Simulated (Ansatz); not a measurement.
# Ir wire along [100], 24 atoms a period: bands along the axis

Aim: is the Ir wire along [100], 24 atoms a period a metal or a semiconductor?

Main program and level: Ansatz 0.2.0; DFT PBE, plane waves, PAW; relaxation of a wire's period; PAW set soft_1, in the first sound run; inputs show where later runs differ.

## Step 1: The structure

The cell holds 24 atoms: 24 Ir. Its edges and angles: a = 16.475 Å, b = 16.475 Å, c = 3.870 Å, α = 90.0°, β = 90.0°, γ = 90.0°. Vacuum lies along a and b. The structure's axis is c.

## Step 2: Relaxing the period

Band widths follow the bond lengths, so the wire is relaxed first. The atoms and the third cell vector are free; the box across stays fixed as vacuum. A Fermi-Dirac smearing is set since the result may be a metal. The pressure printed is a third of the stress's trace over the whole box, vacuum included; only the stress along the axis is relaxed.

input.yaml

```yaml
crystal:
  lattice:
    - [16.475, 0.0, 0.0]
    - [0.0, 16.475, 0.0]
    - [0.0, 0.0, 3.87]
  atoms:
    - { symbol: Ir, position: [0.206373293, 0.441274659, 0.0] }
    - { symbol: Ir, position: [0.323823976, 0.323823976, 0.0] }
    - { symbol: Ir, position: [0.323823976, 0.558725341, 0.0] }
    - { symbol: Ir, position: [0.441274659, 0.206373293, 0.0] }
    - { symbol: Ir, position: [0.441274659, 0.441274659, 0.0] }
    - { symbol: Ir, position: [0.441274659, 0.676176024, 0.0] }
    - { symbol: Ir, position: [0.558725341, 0.323823976, 0.0] }
    - { symbol: Ir, position: [0.558725341, 0.558725341, 0.0] }
    - { symbol: Ir, position: [0.558725341, 0.793626707, 0.0] }
    - { symbol: Ir, position: [0.676176024, 0.441274659, 0.0] }
    - { symbol: Ir, position: [0.676176024, 0.676176024, 0.0] }
    - { symbol: Ir, position: [0.793626707, 0.558725341, 0.0] }
    - { symbol: Ir, position: [0.206373293, 0.558725341, 0.5] }
    - { symbol: Ir, position: [0.323823976, 0.441274659, 0.5] }
    - { symbol: Ir, position: [0.323823976, 0.676176024, 0.5] }
    - { symbol: Ir, position: [0.441274659, 0.323823976, 0.5] }
    - { symbol: Ir, position: [0.441274659, 0.558725341, 0.5] }
    - { symbol: Ir, position: [0.441274659, 0.793626707, 0.5] }
    - { symbol: Ir, position: [0.558725341, 0.206373293, 0.5] }
    - { symbol: Ir, position: [0.558725341, 0.441274659, 0.5] }
    - { symbol: Ir, position: [0.558725341, 0.676176024, 0.5] }
    - { symbol: Ir, position: [0.676176024, 0.323823976, 0.5] }
    - { symbol: Ir, position: [0.676176024, 0.558725341, 0.5] }
    - { symbol: Ir, position: [0.793626707, 0.441274659, 0.5] }
kpoints:
  mp_grid: { grid: [1, 1, 21] }
scf:
  occupations: { method: fermi_dirac, width: 0.05 }
hamiltonian:
  xc: pbe
  pseudopotentials: { kind: paw, azcp: { folder: soft_1 } }
relax:
  cell: { fix: [a, b, alpha, beta, gamma] }
  max_steps: 45
  f_tol: 0.03
```

Command:

```console
$ ansatz run input.yaml --threads 4 --pin off --max-ram 16384MiB --backend cpu --events-out ev --progress --plain --runs-dir out
```

Numbers of over 12 decimals in the logs are rounded to 6 here.

Output:

```text
Engine: ansatz 0.2.0, x86_64-unknown-linux-gnu
Pseudopotentials: kind: paw
Pseudopotential: Ir, paw, valence charge 17, recommended cutoff 420 eV (normal), soft_1/Ir.paw.azcp
Functional definition: PBE
  parameter kappa = 0.804
  parameter beta = 0.066725
  exchange = pbe_x(kappa = kappa, mu = beta*pi^2/3)
  correlation = pbe_c(beta = beta)
Crystal: 24 atoms, lattice volume = 1050.417 Å³
Basis set: ecut = 420 eV, 20613 PW (Γ), exchange–correlation on 240×240×54 points (8 copies of the dense FFT grid, shifted against one another)
Bands: 245, of which v1, the nominal top of the filled ones, is band 204 counted from 1 (203 counted from 0)
Symmetry: 16 space group operations
Space group: P42/mcm (ITA 132), of the structure as read, at distance tolerance 1.0e-4 Å
k-points: 11 of 21
Non-local potential: Ir, projectors of the file, l = 0: 3, l = 1: 2, l = 2: 2, l = 3: 1
PAW form: soft (Blöchl's): semilocal exchange-correlation on the pseudo side does not see the compensation charge
PAW one-centre angular grid: Ir, 590 points (default); XC on 64 Gauss nodes
Initial density: superposition of atomic densities (neutral atoms: chi_scale 0, normalization atom)
Initial wavefunctions: pseudopotential atomic-orbital guess
Functional: x = pbe(κ = 0.804, μ = 0.219515), c = pbe(β = 0.066725)
SCF iter   1: F=—  HF=-286459.913151 eV  |F-HF|=—  |Δ(HF+E_count)|=         —  Δρ=2.96e-2  dr2=2.25e1  ethr=3.10e-3  ⟨swp⟩=7.7  Hψ=11311  notcnv=0  defer=17
preconditioner: auto → LDOS  [metal: Δε(μ)=0.006 eV  Ē_g=5.310 eV  σ=0.050 eV  W_gap=0.03  n_scr=242 (ndim 8)  ℏωp=16.8 eV  f_vac=0.543  D(μ)=56.06/eV (n_scr^D=502)  β→1.0]
SCF iter   2: F=—  HF=-286458.929805 eV  |F-HF|=—  |Δ(HF+E_count)|=   9.83e-1  Δρ=2.80e-2  dr2=1.78e1  ethr=3.10e-3  ⟨swp⟩=3.0  Hψ=6585  notcnv=0  defer=129
SCF iter   3: F=—  HF=-286455.165140 eV  |F-HF|=—  |Δ(HF+E_count)|=    3.76e0  Δρ=4.19e-3  dr2=7.44e-1  ethr=3.10e-3  ⟨swp⟩=2.7  Hψ=4546  notcnv=0  defer=122
SCF iter   4: F=—  HF=-286455.041828 eV  |F-HF|=—  |Δ(HF+E_count)|=   1.23e-1  Δρ=2.27e-3  dr2=1.02e-1  ethr=1.82e-4  ⟨swp⟩=3.8  Hψ=5834  notcnv=0  defer=116
SCF iter   5: F=—  HF=-286455.026836 eV  |F-HF|=—  |Δ(HF+E_count)|=   1.50e-2  Δρ=8.39e-4  dr2=2.14e-2  ethr=2.50e-5  ⟨swp⟩=2.0  Hψ=4461  notcnv=0  defer=116
SCF iter   6: F=—  HF=-286455.026685 eV  |F-HF|=—  |Δ(HF+E_count)|=   1.51e-4  Δρ=3.51e-4  dr2=2.52e-3  ethr=5.25e-6  ⟨swp⟩=2.0  Hψ=3733  notcnv=0  defer=116
SCF iter   7: F=—  HF=-286455.026625 eV  |F-HF|=—  |Δ(HF+E_count)|=   6.00e-5  Δρ=1.08e-4  dr2=3.03e-4  ethr=6.18e-7  ⟨swp⟩=2.1  Hψ=3789  notcnv=0  defer=116
SCF iter   8: F=—  HF=-286455.026592 eV  |F-HF|=—  |Δ(HF+E_count)|=   3.27e-5  Δρ=5.14e-5  dr2=5.26e-5  ethr=7.44e-8  ⟨swp⟩=3.0  Hψ=4472  notcnv=0  defer=116
SCF iter   9: F=—  HF=-286455.025233 eV  |F-HF|=—  |Δ(HF+E_count)|=   1.36e-3  Δρ=1.76e-5  dr2=8.92e-6  ethr=1.29e-8  ⟨swp⟩=2.2  Hψ=3957  notcnv=0  defer=116
SCF iter  10: F=—  HF=-286455.025234 eV  |F-HF|=—  |Δ(HF+E_count)|=   1.58e-6  Δρ=5.94e-6  dr2=1.94e-7  ethr=2.19e-9  ⟨swp⟩=2.0  Hψ=3806  notcnv=0  defer=116
SCF iter  11: F=-286455.025235 eV  HF=-286455.025235 eV  |F-HF|=8.27e-9  |Δ(HF+E_count)|=   4.59e-7  Δρ=1.92e-6  dr2=4.16e-8  ethr=2.45e-11  ⟨swp⟩=5.0  Hψ=9624  notcnv=0
SCF 1 converged in 11 iterations: F = -286455.025235 eV  dr2 = 4.16e-8
  greatest PAW one-centre occupation: 1.000 electrons in one spin orbital (limit 2), on the Ir atom at site 7 (counted from 0), in its partial waves of l = 0
relax step   1: F+E_penalty+E_count = -286455.02523465 eV  Δ(F+E_penalty+E_count) = +0.000e0 eV  max|allowed force component| = 1.907e0 eV/Å  Δτ_max = 0.0000 Å  P = -6.146 GPa  Ω = 1050.417 Å³  fix = [a, b, alpha, beta, gamma]  reactions: a -6.557, b -6.557 GPa  (11 SCF iters, dr2 threshold 1.00e-7 eV, accepted)
Crystal: 24 atoms, lattice volume = 1024.225 Å³
Basis set: ecut = 420 eV, 20117 PW (Γ), exchange–correlation on 240×240×54 points (8 copies of the dense FFT grid, shifted against one another)
Initial density: handed on by an earlier stage of this run
Initial wavefunctions: those handed on with the density
SCF iter   1: F=—  HF=-286457.758342 eV  |F-HF|=—  |Δ(HF+E_count)|=         —  Δρ=1.79e-2  dr2=1.29e1  ethr=3.10e-3  ⟨swp⟩=6.1  Hψ=10765  notcnv=0  defer=20
preconditioner: auto → LDOS  [metal: Δε(μ)=0.012 eV  Ē_g=5.639 eV  σ=0.050 eV  W_gap=0.06  n_scr=242 (ndim 8)  ℏωp=17.1 eV  f_vac=0.570  D(μ)=35.52/eV (n_scr^D=274)  β→1.0]
SCF iter   2: F=—  HF=-286457.342504 eV  |F-HF|=—  |Δ(HF+E_count)|=   4.16e-1  Δρ=6.25e-3  dr2=6.23e-1  ethr=3.10e-3  ⟨swp⟩=2.0  Hψ=3313  notcnv=0  defer=128
SCF iter   3: F=—  HF=-286457.257818 eV  |F-HF|=—  |Δ(HF+E_count)|=   8.47e-2  Δρ=2.02e-3  dr2=1.09e-1  ethr=1.53e-4  ⟨swp⟩=2.1  Hψ=4258  notcnv=0  defer=128
SCF iter   4: F=—  HF=-286457.251094 eV  |F-HF|=—  |Δ(HF+E_count)|=   6.72e-3  Δρ=8.75e-4  dr2=2.25e-2  ethr=2.67e-5  ⟨swp⟩=2.5  Hψ=4239  notcnv=0  defer=128
SCF iter   5: F=—  HF=-286457.248815 eV  |F-HF|=—  |Δ(HF+E_count)|=   2.28e-3  Δρ=2.84e-4  dr2=1.64e-3  ethr=5.51e-6  ⟨swp⟩=2.7  Hψ=4570  notcnv=0  defer=128
SCF iter   6: F=—  HF=-286457.247512 eV  |F-HF|=—  |Δ(HF+E_count)|=   1.30e-3  Δρ=1.12e-4  dr2=2.39e-4  ethr=4.01e-7  ⟨swp⟩=2.4  Hψ=4281  notcnv=0  defer=125
SCF iter   7: F=—  HF=-286457.247541 eV  |F-HF|=—  |Δ(HF+E_count)|=   2.87e-5  Δρ=3.38e-5  dr2=1.99e-5  ethr=5.86e-8  ⟨swp⟩=2.0  Hψ=3817  notcnv=0  defer=125
SCF iter   8: F=—  HF=-286457.247541 eV  |F-HF|=—  |Δ(HF+E_count)|=   1.37e-7  Δρ=1.03e-5  dr2=3.07e-6  ethr=5.88e-10  ⟨swp⟩=6.0  Hψ=10547  notcnv=0
SCF iter   9: F=-286457.247542 eV  HF=-286457.247542 eV  |F-HF|=2.60e-8  |Δ(HF+E_count)|=   9.39e-7  Δρ=4.15e-6  dr2=4.72e-7  ethr=5.88e-10  ⟨swp⟩=4.0  Hψ=8134  notcnv=0
SCF 2 converged in 9 iterations: F = -286457.247542 eV  dr2 = 4.72e-7
  greatest PAW one-centre occupation: 1.000 electrons in one spin orbital (limit 2), on the Ir atom at site 22 (counted from 0), in its partial waves of l = 0
relax step   2: F+E_penalty+E_count = -286457.24754172 eV  Δ(F+E_penalty+E_count) = -2.222e0 eV  max|allowed force component| = 6.492e-1 eV/Å  Δτ_max = 0.1949 Å  P = +1.882 GPa  Ω = 1024.225 Å³  energy of the carried Pulay correction = +4.184e-3 eV  fix = [a, b, alpha, beta, gamma]  reactions: a +1.133, b +1.133 GPa  (9 SCF iters, dr2 threshold 2.40e-6 eV, accepted)
Crystal: 24 atoms, lattice volume = 1055.379 Å³
Basis set: ecut = 420 eV, 20725 PW (Γ), exchange–correlation on 240×240×54 points (8 copies of the dense FFT grid, shifted against one another)
iter 1 solved again at ethr=3.23e-5 eV; its pass at ethr=3.10e-3 eV (dr2=1.32e-1 eV) is discarded
[...]
relax step   6: F+E_penalty+E_count = -286457.70086012 eV  Δ(F+E_penalty+E_count) = -1.389e-2 eV  max|allowed force component| = 3.393e-2 eV/Å  Δτ_max = 0.0158 Å  P = -0.031 GPa  Ω = 1054.197 Å³  energy of the carried Pulay correction = -5.895e-4 eV  fix = [a, b, alpha, beta, gamma]  reactions: a -0.064, b -0.064 GPa  (7 SCF iters, dr2 threshold 6.84e-7 eV, accepted)
[...]
relax step   7: F+E_penalty+E_count = -286457.70212662 eV  Δ(F+E_penalty+E_count) = -1.267e-3 eV  max|allowed force component| = 1.410e-2 eV/Å  Δτ_max = 0.0044 Å  P = -0.017 GPa  Ω = 1055.087 Å³  energy of the carried Pulay correction = -7.278e-4 eV  fix = [a, b, alpha, beta, gamma]  reactions: a -0.034, b -0.034 GPa  (6 SCF iters, dr2 threshold 7.20e-8 eV, accepted)
Initial wavefunctions: pseudopotential atomic-orbital guess (no wavefunctions were taken with the density)
iter 1 solved again at ethr=2.12e-7 eV; its pass at ethr=3.10e-3 eV (dr2=8.65e-4 eV) is discarded
SCF iter   1: F=—  HF=-286457.703254 eV  |F-HF|=—  |Δ(HF+E_count)|=         —  Δρ=3.11e-5  dr2=5.93e-7  ethr=2.12e-7  ⟨swp⟩=5.0  Hψ=21220  notcnv=0
eigensolver tolerance schedule: the retry pair's looser diagonalisation over-reported the residual by 1458.21 of it (diagonalisation noise at 0.11 of the residual, at the tolerance the schedule requests for it); recorded, not acted on — ethr = c·dr2/N_el stays at c = 1.0e-1
preconditioner: auto → LDOS  [metal: Δε(μ)=0.006 eV  Ē_g=5.476 eV  σ=0.050 eV  W_gap=0.03  n_scr=242 (ndim 8)  ℏωp=16.8 eV  f_vac=0.572  D(μ)=38.56/eV (n_scr^D=322)  β→1.0]
SCF iter   2: F=—  HF=-286457.703000 eV  |F-HF|=—  |Δ(HF+E_count)|=   2.54e-4  Δρ=3.78e-6  dr2=3.56e-7  ethr=1.45e-10  ⟨swp⟩=5.0  Hψ=7971  notcnv=0
SCF iter   3: F=—  HF=-286457.702992 eV  |F-HF|=—  |Δ(HF+E_count)|=   8.45e-6  Δρ=1.61e-6  dr2=2.89e-8  ethr=8.73e-11  ⟨swp⟩=2.6  Hψ=3940  notcnv=0
SCF iter   4: F=—  HF=-286457.702999 eV  |F-HF|=—  |Δ(HF+E_count)|=   7.46e-6  Δρ=7.77e-7  dr2=1.91e-8  ethr=7.09e-12  ⟨swp⟩=3.1  Hψ=5273  notcnv=0
SCF iter   5: F=—  HF=-286457.703000 eV  |F-HF|=—  |Δ(HF+E_count)|=   7.67e-7  Δρ=3.70e-7  dr2=1.76e-9  ethr=4.67e-12  ⟨swp⟩=2.6  Hψ=3945  notcnv=0
SCF iter   6: F=—  HF=-286457.703000 eV  |F-HF|=—  |Δ(HF+E_count)|=   6.38e-8  Δρ=8.72e-8  dr2=2.41e-10  ethr=1.00e-12  ⟨swp⟩=4.0  Hψ=11172  notcnv=0
SCF iter   7: F=-286457.703000 eV  HF=-286457.703000 eV  |F-HF|=1.75e-10  |Δ(HF+E_count)|=   4.25e-9  Δρ=3.47e-8  dr2=3.49e-11  ethr=1.00e-12  ⟨swp⟩=4.0  Hψ=8189  notcnv=0
SCF 8 converged in 7 iterations: F = -286457.703000 eV  dr2 = 3.49e-11
relax step   8: F+E_penalty+E_count = -286457.70299994 eV  Δ(F+E_penalty+E_count) = -8.733e-4 eV  max|allowed force component| = 1.405e-2 eV/Å  Δτ_max = 0.0000 Å  P = -0.013 GPa  Ω = 1055.087 Å³  fix = [a, b, alpha, beta, gamma]  reactions: a -0.031, b -0.031 GPa  stress off target by 2.16e-2 GPa on what of the cell is left free  SCF on the basis re-selected at this cell (its energy is not comparable with the rows above)  (7 SCF iters)
basis re-selected at this cell: Δ(F+E_penalty+E_count) = -8.733e-4 eV, ΔP = +0.004 GPa vs the last step (what re-selecting the basis moved, of the pressure what is left beyond the Pulay correction that the steps carried, after the strain that the cell walked since its last selection, with what the two solves' SCF thresholds leave and, on support functions, any second-order correction that the steps lacked; it is no m [...]
SCF converged after 7 iterations
Free energy (F): -286457.703000 eV
Harris-Foulkes:  -286457.703000 eV  (|F-HF|=1.75e-10)
Internal energy: -286457.389411 eV  (E = F + TS)
E sigma→0 (E₀):  -286457.546206 eV
Entropy (-TS):   -0.313589 eV (-13.066 meV/atom)
Fermi energy:    4.900496 eV
--- Per-component energies (eV) ---
  E_band       = -10307.926100
  E_kinetic    = 12942.750779
  E_local      = -333033.903250  (includes V_loc(G=0)·N_el)
  E_nonlocal   = 4575.420222
  E_hartree    = 159035.642071
  E_xc         = -5496.662865
  E_vxc        = -6119.471775  (∫ρ·V_xc dr)
  E_paw        = -222370.577091  (= ΣΔE_a)
  E_vpaw       = -6744.015805  (= ΣTr[D̂ρ^β])
  E_aug_tail   = 0.008591  (compensation charges beyond the density's cutoff)
  E_ewald      = 97889.932132
  E_smearing   = -0.313589  (= −TS)
  E_closure    = 0.000000  (closes the sum)
  Σ components = -286457.703000   (vs F -286457.703000, Δ=0.00e0)
--- Forces (eV/Å), atoms counted from 1 ---
  atom   1  Ir     0.01315457    -0.01405251     0.00000000
  atom   2  Ir     0.00738185     0.00738185     0.00000000
  atom   3  Ir    -0.01148694    -0.00625831     0.00000000
  atom   4  Ir    -0.01405251     0.01315457     0.00000000
  atom   5  Ir    -0.00307467    -0.00307467     0.00000000
  atom   6  Ir     0.00625831     0.01148694     0.00000000
  atom   7  Ir    -0.00625831    -0.01148694     0.00000000
  atom   8  Ir     0.00307467     0.00307467     0.00000000
  atom   9  Ir     0.01405251    -0.01315457     0.00000000
  atom  10  Ir     0.01148694     0.00625831     0.00000000
  atom  11  Ir    -0.00738185    -0.00738185     0.00000000
  atom  12  Ir    -0.01315457     0.01405251     0.00000000
  atom  13  Ir     0.01315457     0.01405251     0.00000000
  atom  14  Ir    -0.01148694     0.00625831     0.00000000
  atom  15  Ir     0.00738185    -0.00738185     0.00000000
  atom  16  Ir     0.00625831    -0.01148694     0.00000000
  atom  17  Ir    -0.00307467     0.00307467     0.00000000
  atom  18  Ir    -0.01405251    -0.01315457     0.00000000
  atom  19  Ir     0.01405251     0.01315457     0.00000000
  atom  20  Ir     0.00307467    -0.00307467     0.00000000
  atom  21  Ir    -0.00625831     0.01148694     0.00000000
  atom  22  Ir    -0.00738185     0.00738185     0.00000000
  atom  23  Ir     0.01148694    -0.00625831     0.00000000
  atom  24  Ir    -0.01315457    -0.01405251     0.00000000
  max |Σ_I F_I| component: 1.04e-17 eV/Å
--- Stress (GPa, compression-positive) ---
       -0.030718       0.000000       0.000000
        0.000000      -0.030718       0.000000
        0.000000       0.000000       0.021569
  P = ⅓ Tr σ = -0.0133 GPa (-0.133 kbar)
--- Relaxed structure (7 steps of the walk, 7 accepted, 1 SCFs on fresh bases) ---
  F+E_penalty+E_count = -286457.70299994 eV   max|allowed force component| = 1.405e-2 eV/Å   (the final SCF, on the basis selected at the relaxed cell)
  cell:  # Å, volume = 1055.0871 Å³
    - [16.475, 0.0, 0.0]
    - [0.0, 16.475, 0.0]
    - [0.0, 0.0, 3.887205]
  atoms:
    - { symbol: Ir, position: [0.218714, 0.446149, 0.0] }
    - { symbol: Ir, position: [0.330236, 0.330236, 0.0] }
    - { symbol: Ir, position: [0.323329, 0.564677, 0.0] }
    - { symbol: Ir, position: [0.446149, 0.218714, 0.0] }
    - { symbol: Ir, position: [0.443731, 0.443731, 0.0] }
    - { symbol: Ir, position: [0.435323, 0.676671, 0.0] }
    - { symbol: Ir, position: [0.564677, 0.323329, 0.0] }
    - { symbol: Ir, position: [0.556269, 0.556269, 0.0] }
    - { symbol: Ir, position: [0.553851, 0.781286, 0.0] }
    - { symbol: Ir, position: [0.676671, 0.435323, 0.0] }
    - { symbol: Ir, position: [0.669764, 0.669764, 0.0] }
    - { symbol: Ir, position: [0.781286, 0.553851, 0.0] }
    - { symbol: Ir, position: [0.218714, 0.553851, 0.5] }
    - { symbol: Ir, position: [0.323329, 0.435323, 0.5] }
    - { symbol: Ir, position: [0.330236, 0.669764, 0.5] }
    - { symbol: Ir, position: [0.435323, 0.323329, 0.5] }
    - { symbol: Ir, position: [0.443731, 0.556269, 0.5] }
    - { symbol: Ir, position: [0.446149, 0.781286, 0.5] }
    - { symbol: Ir, position: [0.553851, 0.218714, 0.5] }
    - { symbol: Ir, position: [0.556269, 0.443731, 0.5] }
    - { symbol: Ir, position: [0.564677, 0.676671, 0.5] }
    - { symbol: Ir, position: [0.669764, 0.330236, 0.5] }
    - { symbol: Ir, position: [0.676671, 0.564677, 0.5] }
    - { symbol: Ir, position: [0.781286, 0.446149, 0.5] }
```

Run time: 5.9 min. Hardware: 4 threads of AMD EPYC 7R43, shared host; peak memory 5.4 GiB.

(Part 1 of 2 ends here.)

[Logs are printed without paths, hosts, clocks, repeated set-up lines and the standing remarks that a program may print on its own settings, such as how far it seeks lower states.]

[Hosts, paths, dates, database ids (printed as entryN), source tags and the programs' standing remarks are cut or masked in the printed files.]
